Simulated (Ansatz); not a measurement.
# LiLaO2 (P2_1/c):H_i (bond centre, by O), thermodynamic levels from a 64-atom cell, part 2 of 2

Aim: at which Fermi levels does H_i (bond centre, by O) in LiLaO2 (P2_1/c) change its charge? The model is a cell of 64 host atoms with 1 H put in.

Ansatz; place-levels on PBEsol runs: charge-transition levels and formation energies with image-charge correction and potential alignment at the atomic sites.

So far. Step 3 (Placing the levels, PBEsol): Under PBEsol the gap is 3.74 eV, (+1/0) 3.76 (outside the gap), (0/−1) 1.03 eV; the steps are inverted, so the lowest state changes at (+1/−1) 2.40 eV.

## (3) Placing the levels, PBEsol (continued)

Levels between the charges placed, in eV above the valence top:

```csv
,gap (eV),(+1/0),(0/−1)
PBEsol,3.74,3.76,1.03
```

Corrections by state:

```csv
charge,moment (μB),image terms and alignment (eV),band filling (eV),ε used,"over the lowest of its charge, as the program ranks them, band filling apart (eV)"
+1,0.0,0.112,-,"principal values (19.87, 20.07, 24.42)",0.000
0,1.0,0.000,-,-,0.000
−1,0.0,0.039,-,"principal values (19.87, 20.07, 24.42)",0.000
−1,2.0,0.018,-,"principal values (19.87, 20.07, 24.42)",2.674
```

The charged structures listed were also run neutral, and place-levels reads from each pair, by the potential or the spins, how wide the charge is by which they differ; that can be the carrier of either run.

```csv
charge,rms radius (Å),spread where it is widest against the cell (Å),wide from (Å),reading
+1,5.3,3.07,1.27,wide
−1,2.4,1.56,1.45,wide
```

The neutral runs of these pairs need not share the spin of the lowest neutral state, and very wide values only mean spread over the cell.

From the program's caveats on the states, each cut to its opening words:

- charge +1: how wide its charge is, is not read beside other atoms or cores, and a band state would take no correction
- charge +1: its displacements don't fall off away from the defect: farther atoms stand 0.081 Å off the host's places
- charge 0 (1 μB): the far atoms show a dipole or second moment of the defect's charge, for which the correction takes or leaves out 0.059 eV: further moments aren't read, and [...]
- charge 0 (1 μB): its displacements don't fall off away from the defect: farther atoms stand 0.071 Å off the host's places
- charge −1: it parts from the run at its places by a charge that spreads by about 1.6 Å along one vector (1.4 Å or more is wide), by its potential at epsilon [4.5, 4.58, [...]
- charge −1: its displacements don't fall off away from the defect: farther atoms stand 0.027 Å off the host's places
- charge −1 (2 μB): it parts from the run at its places by a charge that spreads by about 1.5 Å along one vector (1.4 Å or more is wide), by its potential at epsilon [4.5, 4.58, [...]
- charge −1 (2 μB): the far atoms show a dipole or second moment of the defect's charge, for which the correction takes or leaves out 0.073 eV: further moments aren't read, and [...]
- charge −1 (2 μB): its displacements don't fall off away from the defect: farther atoms stand 0.074 Å off the host's places

Chemical potentials of the elements' reference phases, run alike. Formation energies (elemental references), with the Fermi level at the valence top and at the conduction bottom (gap 3.74 eV):

```csv
charge,at valence top (eV),at conduction bottom (eV),correction included (eV)
+1,-1.75,1.99,0.11
0,2.01,2.01,0.00
−1,3.04,-0.69,0.04
```

```json
{"Fermi level (eV)": "0.00", "lowest formation energy (eV)": "-1.75"}
{"Fermi level (eV)": "0.34", "lowest formation energy (eV)": "-1.41"}
{"Fermi level (eV)": "0.68", "lowest formation energy (eV)": "-1.07"}
{"Fermi level (eV)": "1.02", "lowest formation energy (eV)": "-0.73"}
{"Fermi level (eV)": "1.36", "lowest formation energy (eV)": "-0.39"}
{"Fermi level (eV)": "1.70", "lowest formation energy (eV)": "-0.05"}
{"Fermi level (eV)": "2.04", "lowest formation energy (eV)": "0.29"}
{"Fermi level (eV)": "2.38", "lowest formation energy (eV)": "0.63"}
{"Fermi level (eV)": "2.72", "lowest formation energy (eV)": "0.32"}
{"Fermi level (eV)": "3.06", "lowest formation energy (eV)": "-0.02"}
{"Fermi level (eV)": "3.40", "lowest formation energy (eV)": "-0.35"}
{"Fermi level (eV)": "3.74", "lowest formation energy (eV)": "-0.69"}
```

## (4) place-levels, r2SCAN

r2SCAN on the same structure is run to see how far the result rests on the functional, though not on the errors that semilocal functionals share; the sampling changes too, to one point at (¼, ¼, ¼), so differences hold both changes.

Contents of qm1.r2scan/input.yaml:

```yaml
crystal:
  checkpoint: "../qm1.relax_smeared.run"
  host: checkpoint
total_charge: -1
basis:
  ecutwfc: 500
  xc_grid: 2
hamiltonian:
  xc: r2scan
kpoints:
  mp_grid: { grid: [1, 1, 1], shift: [0.25, 0.25, 0.25] }
scf:
  occupations: { method: fermi_dirac, width: 0.01 }
  max_iter: 60
output:
  forces: true
  eigenvalues: true
  charged_corrections:
    epsilon: [4.5, 4.58, 4.51]
    static_epsilon: [[20.94, 0.0, 1.74], [0.0, 19.87, 0.0], [1.74, 0.0, 23.55]]
    defect_position: [0.382164, 0.327148, 0.441644]
checkpoint:
  write: "../qm1.r2scan.run"
  compress: false
  write_wavefunctions: false
  write_every: 100000
```

Elapsed: 34 s, on 4 threads of Arm Neoverse V1, shared host; peak memory 2.2 GiB; 2.2 min of CPU time.

Contents of levels.r2scan.yaml:

```yaml
host:
  run: host.r2scan.run
  levels_from: { run: edges.r2scan.run }
states: [qm1.r2scan.run, q0_M1.r2scan.run, qp1.r2scan.run, qm1_M2.r2scan.run]
geometry_from:
  qm1.r2scan.run: qm1.relax_smeared.run
  q0_M1.r2scan.run: q0_M1.relax.run
  qp1.r2scan.run: qp1.relax.run
  qm1_M2.r2scan.run: qm1_M2.relax.run
  host.r2scan.run: host.relax.run
chemical_potentials:
  H:
    energy: -15.945667
    dataset: "<sha256 of the dataset>"
```

Run with:

```
$ ansatz place-levels levels.r2scan.yaml -- --threads 4 --pin off --max-ram 7536MiB
```

Numbers of over 12 decimals in the logs are rounded to 6 here.

The log of the run:

```text
[...]
formation energy of charge +1: -1.821 eV with the Fermi level at the valence edge
formation energy of charge 0: +2.289 eV with the Fermi level at the valence edge
formation energy of charge -1: +3.443 eV with the Fermi level at the valence edge
  edges by r2scan of host.levels_from (edges.r2scan.run), its mesh sampled to repeats of 29.15 Å (the valence edge +0.144 eV and the conduction edge -0.286 eV from those of the host's own run), gap 4.286 eV; the host is sampled to repeats of 14.63 Å
[... the lines on each state left out ...]
```

The job ended after 0.26 s (4 threads).

Under r2SCAN the gap is 4.29 eV, (+1/0) 4.11, (0/−1) 1.15 eV; the steps are inverted, so the lowest state changes at (+1/−1) 2.63 eV; the stage before (PBEsol, at other k-points) gave a gap of 3.74 eV and levels within 0.35 eV of these.

## (5) The ladder

Levels between neighbouring charges, in eV above each run's own valence top:

```csv
,gap (eV),(+1/0),(0/−1),CPU time a state at this stage (restarts are quicker than cold starts)
"PBEsol, 2×2×2 shifted mesh",3.74,3.76,1.03,9.6 min
"r2SCAN on PBEsol structures, (¼, ¼, ¼)",4.29,4.11,1.15,5.1 min
```

## (6) What came out

```yaml
gap_of_the_host: 3.74 eV (PBEsol)
level_plus_1_over_0: 3.76 eV above the valence top, past the conduction bottom, not a change between lowest states
level_0_minus_1: 1.03 eV above the valence top, not a change between lowest states
level_plus_1_minus_1: 2.40 eV above the valence top
lowest_of_the_charges_placed_just_above_the_valence_top_0p02_ev: +1
lowest_of_the_charges_placed_just_below_the_conduction_bottom_0p02_ev: −1
lowest_formation_energy_at_mid_gap_of_the_charges_run_elemental_references: 0.12 eV
```

What this shows: Of the charges placed (−1, 0 and +1), the lowest changes at 2.40 eV (+1/−1) above the valence top, in a gap of 3.74 eV. (+1/−1) passes over charge 0, which lies 1.37 eV above the two there; a lower structure or spin state of it, if missed, would change that. Charges above +1 and below −1 were not placed, so these runs say nothing of levels that involve them. States placed: +1 at 0 μB; 0 at 1 μB; −1 at 0 μB and 2 μB. Other spin states or structures, where not listed, weren't placed. At charge −1, 0 and +1 the atom put in ends up to 1.6 Å from its starting place, so the name tells the start alone and the levels can join different sites. H is taken at its element; compounds, which aren't counted here, bound the chemical potentials and would shift these formation energies. Keep in mind: PBEsol makes the gap too small and tends to spread out bound carriers; where a gas molecule sets a chemical potential or the host's formation energy, its binding is uncorrected; spin–orbit coupling, which can matter with heavy atoms, is left out.

[Logs are printed without paths, hosts, clocks, repeated set-up lines and the standing remarks that a program may print on its own settings, such as how far it seeks lower states.]

[Hosts, paths, dates, database ids (printed as entryN), source tags and the programs' standing remarks are cut or masked in the printed files.]

[Where a table of states has a column of steps, it counts the stored structures, which are thinned; the runs took as many ionic steps or more.]

[A defect's name tells the site on which it was built; relaxed atoms can leave that site.]

[For some hosts the program warned that the k-mesh of the response run may be too coarse for force constants and the static dielectric constant; such warnings are not shown here.]
